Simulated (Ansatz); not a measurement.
# linear W chain under tension and compression, part 3 of 3

Does stretching change the magnetism or the channel count of the linear W chain?

Ansatz 0.2.0; DFT PBE, plane waves, PAW; relaxation of a chain's period (the session's first sound run).

So far, conductance of the lead as this run defines it (G₀): step 3 (At a set period, period over the relaxed period 0.88 …) 6.00; step 5 (period over the relaxed period 0.96, k-mesh 1×1×37) 6.00; step 6 (period over the relaxed period 1, k-mesh 1×1×35) 6.00; step 7 (period over the relaxed period 1.04, k-mesh 1×1×34) 6.00; step 8 (period over the relaxed period 1.08, k-mesh 1×1×33) 5.00. Also absolute moment (μB): step 8 1.87.

### Step 9. The chain at a fixed length, period over the relaxed period 1.13, k-mesh 1×1×31 (continued)

Level of this step: DFT PBE, plane waves, PAW; channels and complex bands of a perfect chain (Ansatz).

Table of open channels of the lead by energy, zero at the Fermi level:

| energy (eV) | spin up | spin down |
| --- | --- | --- |
| -2.000 | 4 | 1 |
| -1.790 | 4 | 1 |
| -1.615 | 4 | 1 |
| -1.405 | 4 | 3 |
| -1.195 | 4 | 3 |
| -0.985 | 6 | 3 |
| -0.810 | 6 | 3 |
| -0.600 | 6 | 4 |
| -0.390 | 6 | 4 |
| -0.215 | 6 | 4 |
| -0.005 | 6 | 4 |
| 0.205 | 6 | 4 |
| 0.415 | 3 | 4 |
| 0.590 | 3 | 6 |
| 0.800 | 3 | 6 |
| 1.010 | 3 | 6 |
| 1.185 | 3 | 6 |
| 1.395 | 3 | 6 |
| 1.605 | 3 | 6 |
| 1.815 | 1 | 6 |

At the computed energy nearest the Fermi level there are 6 spin-up and 4 spin-down channels, and the thermal average gives 5.00 G₀. The change of length costs 0.482 eV a cell and leaves an absolute moment of 2.18 μB a cell.

For the conductance of the lead as this run defines it, step 3 gave 6.00 G₀; this run, with period over the relaxed period 1.13 and k-mesh 1×1×31, gives 5.00 G₀ (-17 %).

### Step 10. At a set period, period over the relaxed period 1.2, k-mesh 1×1×30

The period is set to 1.2 times the relaxed one: longer bonds narrow the bands.

The cell differs from the one that the last finished run ended in (c 2.591 → 2.752 Å).

input.yaml reads:

```yaml
crystal:
  lattice:
    - [7.5, 0.0, 0.0]
    - [0.0, 7.5, 0.0]
    - [0.0, 0.0, 2.7516563737]
  atoms:
    - { symbol: W, position: [0.5, 0.5, 0.0], spin: 2.0 }
magnetization:
  spin_polarized: true
kpoints:
  mp_grid: { grid: [1, 1, 30] }
scf:
  occupations: { method: fermi_dirac, width: 0.05 }
hamiltonian:
  xc: pbe
output:
  transmission:
    e_range: [-2, 2]
    de: 0.035
    kmesh: [1, 1]
    reduced_basis: true
    leads: [[0, 0]]
  stress: true
```

The run is started by

```
ansatz run input.yaml --threads 4 --pin off --max-ram 8192MiB --backend cpu --events-out ev --progress --plain --runs-dir out
```

Numbers of over 12 decimals in the logs are rounded to 6 here.

Log:

```text
[...]
Crystal: 1 atoms, lattice volume = 154.781 Å³
Basis set: ecut = 420 eV, 3089 PW (Γ)
Bands: 12, of which v1, the nominal top of the filled ones, is band 7 counted from 1 (6 counted from 0)
Symmetry: 16 space group operations
[...]
k-points: 16 of 30
[...]
Starting moments: Σ|m| = 2 μB on 1 of 1 site
[...]
--- Transmission ---
  basis      : 497 plane waves across, 4 finite elements along
  points     : 1, standing for a mesh of 1 x 1
[...]
crystal 0  : W1, at the sites [0, 0], period 2.7517 Å: whole cells are its period
[...]
filled         : 2.3 meV over the level at which it is neutral
    channels       : 5.000000e0 up, 3.000000e0 down
[...]
[key lines of the parts left out:]
SCF converged after 11 iterations
Magnetization: 3.2472 μB (8.6236 up, 5.3764 down)
Free energy (F): -10378.327406 eV
Fermi energy:    -1.483191 eV
P = ⅓ Tr σ = -1.6533 GPa (-16.533 kbar)
```

Elapsed: 21 s, on 4 threads of Arm Neoverse V2, shared host; peak memory 0.51 GiB; 69 s of CPU time.

At the computed energy nearest the Fermi level there are 5 spin-up and 3 spin-down channels, and the thermal average gives 3.79 G₀. The change of length costs 0.815 eV a cell and leaves an absolute moment of 3.25 μB a cell.

Between step 3 and this run (period over the relaxed period 1.2 and k-mesh 1×1×30) the value for the conductance of the lead as this run defines it moves from 6.00 G₀ to 3.79 G₀ (-37 %).

### Step 11. The chain at a fixed length, period over the relaxed period 1.3, k-mesh 1×1×27

The period is set to 1.3 times the relaxed one: longer bonds narrow the bands.

The cell differs from the one that the last finished run ended in (c 2.752 → 2.981 Å).

Changes to input.yaml since step 10:

```diff
@@ -4,3 +4,3 @@
     - [0.0, 7.5, 0.0]
-    - [0.0, 0.0, 2.7516563737]
+    - [0.0, 0.0, 2.9809610715]
   atoms:
@@ -10,3 +10,3 @@
 kpoints:
-  mp_grid: { grid: [1, 1, 30] }
+  mp_grid: { grid: [1, 1, 27] }
 scf:
```

Log:

```text
[...]
Crystal: 1 atoms, lattice volume = 167.679 Å³
Basis set: ecut = 420 eV, 3289 PW (Γ)
Bands: 12, of which v1, the nominal top of the filled ones, is band 7 counted from 1 (6 counted from 0)
Symmetry: 16 space group operations
[...]
k-points: 14 of 27
[...]
Starting moments: Σ|m| = 2 μB on 1 of 1 site
[...]
--- Transmission ---
  basis      : 497 plane waves across, 4 finite elements along
  points     : 1, standing for a mesh of 1 x 1
[...]
crystal 0  : W1, at the sites [0, 0], period 2.9810 Å: whole cells are its period
[...]
filled         : 0.7 meV under the level at which it is neutral
    channels       : 3.000000e0 up, 3.000000e0 down
[...]
[key lines of the parts left out:]
SCF converged after 10 iterations
Magnetization: 4.3748 μB (9.1874 up, 4.8126 down)
Free energy (F): -10377.983910 eV
Fermi energy:    -1.418973 eV
P = ⅓ Tr σ = -1.2038 GPa (-12.038 kbar)
```

The job ended after 15 s (4 threads; peak memory 0.43 GiB; 51 s of CPU time).

At the computed energy nearest the Fermi level there are 3 spin-up and 3 spin-down channels, and the thermal average gives 2.84 G₀. The change of length costs 1.152 eV a cell and leaves an absolute moment of 4.37 μB a cell.

Between step 3 and this run (period over the relaxed period 1.3 and k-mesh 1×1×27) the value for the conductance of the lead as this run defines it moves from 6.00 G₀ to 2.84 G₀ (-53 %).

### Step 12. The series together

Times are for 4 threads of Arm Neoverse V2, shared host. Results by setting:

| no. | period over the relaxed period | conductance of the lead as this run defines it (G₀) | absolute moment (μB) | energy at zero smearing less the lowest (eV) | time | memory (GiB) |
| --- | --- | --- | --- | --- | --- | --- |
| 1 | 0.88 | 6.000 | 0 | 1.155 | 20 s | 0.46 |
| 2 | 0.92 | 6.000 | 0 | 0.4384 | 20 s | 0.46 |
| 3 | 0.96 | 6.000 | 0 | 0.1037 | 17 s | 0.45 |
| 4 | 1 | 6.000 | 0 | 0 | 17 s | 0.45 |
| 5 | 1.04 | 6.000 | 0 | 0.08320 | 16 s | 0.44 |
| 6 | 1.08 | 5.002 | 1.874 | 0.2653 | 22 s | 0.52 |
| 7 | 1.13 | 5.000 | 2.176 | 0.4822 | 21 s | 0.53 |
| 8 | 1.2 | 3.793 | 3.247 | 0.8152 | 21 s | 0.51 |
| 9 | 1.3 | 2.836 | 4.375 | 1.152 | 15 s | 0.43 |

### Step 13. Results

| Property | Result |
| --- | --- |
| relaxed cell length | 2.293 Å |
| conductance at period × 0.88 | 6.00 G₀ |
| conductance at period × 1.0 | 6.00 G₀ |
| conductance at period × 1.13 | 5.00 G₀ |
| conductance at period × 1.3 | 2.84 G₀ |
| absolute moment at period × 0.88 | 0 μB |
| absolute moment at period × 1.0 | 0 μB |
| absolute moment at period × 1.3 | 4.37 μB |

In these runs no moment survives at the shortest period, and one is present from a factor of 1.08 on: longer bonds narrow the bands, which favours exchange splitting. The conductance goes from 6.00 G₀ at the shortest period to 2.84 G₀ at the longest, while the magnetic state changes too. Transport is coherent and elastic here: the atoms are frozen, so scattering by vibrations plays no part. Spin-orbit coupling is left out, which matters for the bands of heavy atoms. No search over magnetic orders was made; another may lie lower. For the perfect chain only parallel moments were started; its antiparallel and spiral orders were not tested. Conductances of a perfect chain off the multiples of half a G0 come from band edges within the thermal window; the square box also splits pairs of bands that an isolated chain keeps degenerate, which moves such edges. The lead's cell of one atom keeps the chain straight and evenly spaced; a zigzag or dimerised form may lie lower.

[Logs are printed without paths, hosts, clocks, repeated set-up lines and the standing remarks that a program may print on its own settings, such as how far it seeks lower states.]

[Hosts, paths, dates, database ids (printed as entryN), source tags and the programs' standing remarks are cut or masked in the printed files.]
